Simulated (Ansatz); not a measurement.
# What KSnCl3 (model cell, started as cubic perovskite with Sn in the octahedra) distorts into, part 2 of 2

Wanted: the energy along a soft mode of KSnCl3 (model cell, started as cubic perovskite with Sn in the octahedra) and the structure at the end.

Ansatz 0.2.0; DFT PBEsol, scalar-relativistic, plane waves, PAW; PAW set soft_1.

So far. Step 5 (Energy along the mode, all amplitudes (two of the runs …): The lowest of the steps tried is the last one, at 0.6 Å, 11.2 meV/atom below the parent; the bottom of the well need not coincide with a step. Step 7 (The new phase in its own primitive cell): The largest force component left is 0.80 meV/Å and the pressure is 0.001 GPa, within the tolerances set. The cell now holds 34.93 Å³/atom. The relaxed cell has a, b, c = 5.522, 7.230, 8.749 Å (conventional setting).

The structure was built from a prototype and need not be the compound's stable phase.

## 8. Modes of the new phase, k-mesh 8×8×8

A relaxed structure may still be a saddle point, so its zone-centre modes are computed. The response to a homogeneous field gives the Born charges and the dielectric tensor.

The input, input.yaml:

```yaml
crystal:
  lattice:
    - [5.5216490215, 0.0, 0.0]
    - [0.0, 3.6149597598, 4.3742812735]
    - [0.0, -3.6149597598, 4.3742812735]
  atoms:
    - { symbol: K, position: [0.0, 0.1294036472, 0.1294036472] }
    - { symbol: Sn, position: [0.5, 0.4930752483, 0.4930752483] }
    - { symbol: Cl, position: [0.5, 0.4360072735, 0.9553295616] }
    - { symbol: Cl, position: [0.5, 0.9553295616, 0.4360072735] }
    - { symbol: Cl, position: [0.0, 0.4883707262, 0.4883707262] }
kpoints:
  mp_grid: { grid: [8, 8, 8] }
hamiltonian:
  xc: pbesol
  pseudopotentials: { kind: paw, azcp: { folder: soft_1 }, xc_functional: pbe }
scf:
  occupations: { method: fixed }
output:
  eigenvalues: true
phonons:
  method: dfpt
  dielectric: true
  rigid_motions: translations
```

Started as:

```bash
> ansatz run input.yaml --threads 4 --pin off --max-ram 16384MiB --backend cpu --events-out ev --progress --plain --runs-dir out
```

Wall time 11 min (4 threads of Arm Neoverse V1, shared host); peak memory 5 GiB; 41 min of CPU time.

This step gave:

| Property | Result |
| --- | --- |
| sum-rule residual before enforcement | 1.07e-4 eV/Å² |
| miss of the charge sum rule | 0.007668 e |
| estimated error of the dielectric tensor | 0.07054 |
| estimated error of the Born charges | 0.08700 e |
| point group | mm2 |
| highest optical mode at the zone centre (no LO-TO term) | 183.4 cm⁻¹ |
| lowest optical zone-centre mode | -33.87 cm⁻¹ |
| mean high-frequency dielectric constant | 4.270 |
| largest Born charge (third of the trace) | 3.732 e |
| top of the zone-centre spectrum with the field | 254.6 cm⁻¹ |

Without the LO-TO term. Patterns of degenerate modes are one choice out of their space. Modes at Γ, with each element's share of the kinetic energy (negative means imaginary):

| mode | frequency (cm⁻¹) | symmetry | K % | Sn % | Cl % |
| --- | --- | --- | --- | --- | --- |
| 1 | -33.9 | B2 | 26 | 2 | 71 |
| 2 | 0.0 | acoustic | 15 | 45 | 40 |
| 3 | 0.0 | acoustic | 15 | 45 | 40 |
| 4 | 0.0 | acoustic | 15 | 45 | 40 |
| 5 | 30.4 | B2 | 11 | 8 | 81 |
| 6 | 55.4 | B1 | 13 | 0 | 87 |
| 7 | 59.7 | A1 | 41 | 12 | 47 |
| 8 | 65.5 | B2 | 47 | 12 | 41 |
| 9 | 70.5 | A2 | 0 | 0 | 100 |
| 10 | 74.1 | B1 | 62 | 29 | 8 |
| 11 | 94.4 | B1 | 10 | 26 | 64 |
| 12 | 97.3 | A1 | 14 | 18 | 67 |
| 13 | 111.1 | A1 | 30 | 7 | 63 |
| 14 | 161.6 | B2 | 0 | 33 | 67 |
| 15 | 183.4 | A1 | 0 | 18 | 82 |

Displacements in mode 1 (-33.9 cm⁻¹), the largest set to 1:
```
K1   0.00 -0.80  0.00
Sn2  0.00  0.14  0.00
Cl3  0.00 -0.29 -0.62
Cl4  0.00 -0.29  0.62
Cl5  0.00  1.00  0.00
```

Displacements in mode 8 (65.5 cm⁻¹), the largest set to 1:
```
K1   0.00  1.00  0.00
Sn2  0.00 -0.29  0.00
Cl3  0.00 -0.44 -0.01
Cl4  0.00 -0.44  0.01
Cl5  0.00  0.75  0.00
```

High-frequency dielectric tensor, which the program warns is not settled by the k meshes in reach. Tensor:

|  | x | y | z |
| --- | --- | --- | --- |
| x | 4.875 | 0 | 0 |
| y | 0 | 3.795 | 0 |
| z | 0 | 0 | 4.138 |

Optical modes at the zone centre, without and with the macroscopic field of the longitudinal modes; each column is sorted by frequency, so a row need not hold one and the same mode. Modes with and without the field, by row:

| rank among optical modes | no field (cm⁻¹) | q along (1, 0, 0) (cm⁻¹) | q along (0, 1, 0) (cm⁻¹) | q along (0, 0, 1) (cm⁻¹) |
| --- | --- | --- | --- | --- |
| 1 | -33.9 | -33.9 | -11.1 | -33.9 |
| 2 | 30.4 | 30.4 | 32.3 | 30.4 |
| 3 | 55.4 | 59.7 | 55.4 | 55.4 |
| 4 | 59.7 | 65.5 | 59.7 | 63.1 |
| 5 | 65.5 | 70.5 | 70.5 | 65.5 |
| 6 | 70.5 | 71.4 | 73.8 | 70.5 |
| 7 | 74.1 | 84.8 | 74.1 | 74.1 |
| 8 | 94.4 | 97.3 | 94.4 | 94.4 |
| 9 | 97.3 | 111.1 | 97.3 | 97.9 |
| 10 | 111.1 | 161.6 | 111.1 | 119.8 |
| 11 | 161.6 | 183.4 | 183.4 | 161.6 |
| 12 | 183.4 | 231.3 | 243.4 | 254.6 |

Born charge (rows field, columns displacement) (e), principal values of the symmetric part by kind of site:

| atom | atoms with these values | low | middle | high | mean |
| --- | --- | --- | --- | --- | --- |
| K1 | 1 | 1.07 | 1.25 | 1.34 | 1.22 |
| Sn2 | 1 | 3.14 | 3.57 | 4.49 | 3.73 |
| Cl3 | 2 | -3.48 | -0.61 | -0.48 | -1.52 |
| Cl5 | 1 | -4.61 | -0.58 | -0.54 | -1.91 |

In full for Cl5:

```
-4.61  0.00  0.00
 0.00 -0.54  0.00
 0.00  0.00 -0.58
```

Transverse modes; imaginary modes are left out. Lines of the infrared spectrum (strongest = 100):

| position (cm⁻¹) | label | relative intensity |
| --- | --- | --- |
| 30 | B2 | 0.5 |
| 55 | B1 | 100 |
| 60 | A1 | 3.0 |
| 66 | B2 | 6.0 |
| 70 | A2 | 0.0 |
| 74 | B1 | 13 |
| 94 | B1 | 49 |
| 97 | A1 | 1.2 |
| 111 | A1 | 13 |
| 162 | B2 | 78 |
| 184 | A1 | 79 |

Before it was imposed, the acoustic sum rule was missed by 1.1e-4 eV/Å² and the charge sum rule by 0.0077 e. Small misses are needed for a sound result but don't prove that mesh and cutoff are converged. The lowest optical mode is imaginary, 33.9i cm⁻¹, so the energy falls along it.

The log warns of the k mesh: “the force constants stand on the 8×8×8 k-mesh, whose period is 10.71 times the interband length at k = (-0.5000, -0.5000, -0.5000), direct gap 1.188 eV, under 14: take them and everything formed from them as unconverged”.

## 9. Outcome

```yaml
unstable_mode_of_the_parent: q = (0, 0, 0), 61i cm⁻¹
depth_at_the_lowest_point_sampled: 11.2 meV/atom
largest_atomic_shift_at_that_point: 0.6 Å
space_group_reached_within_0p01_a: Amm2
energy_gained_over_the_parent_first_relaxation_on_the_mesh_of_the_frozen_mode: 21.6 meV/atom
volume_per_atom_phase_reached: 34.9 Å³
gap_on_the_k_mesh_phase_reached: 1.19 eV
lowest_optical_zone_centre_mode_phase_reached: -33.9 cm⁻¹
highest_optical_mode_at_the_zone_centre_no_lo_to_term_phase_reached: 183 cm⁻¹
```

**Reading.** Along this mode the structure falls into Amm2, 21.6 meV/atom below the parent. At the parent's cell the well is 11.21 meV/atom deep on the steps tried, with its lowest point at a shift of 0.6 Å. That is the last step tried, so the steps alone don't bracket the bottom of the well. Relaxing atoms and cell changes the gain by +10.44 meV/atom against the lowest step (energies at zero smearing). The new phase still has an imaginary mode at the zone centre of its cell, so it is a saddle point on the way to a lower structure. Of the 4 patterns followed to their end from this parent, this one ends 16.0 meV/atom above the lowest, P4/mbm. Each path keeps the symmetry of its pattern, so a lower phase may lie along a pattern not tried. With the field response the log warns that the k mesh is coarse for the force constants too, so the frequencies may not be converged. In at least one run the field response is not settled by the k meshes in reach, so its dielectric tensor, Born charges and longitudinal modes are rough. Spin-orbit coupling is left out, which can matter for the heavy elements here. The PAW files were made for PBE and serve the other functionals too. The starting cell was built on a prototype and not taken from a measurement, so the phase need not exist.

[Logs are printed without paths, hosts, clocks, repeated set-up lines and the standing remarks that a program may print on its own settings, such as how far it seeks lower states.]

[Hosts, paths, dates, database ids (printed as entryN), source tags and the programs' standing remarks are cut or masked in the printed files.]
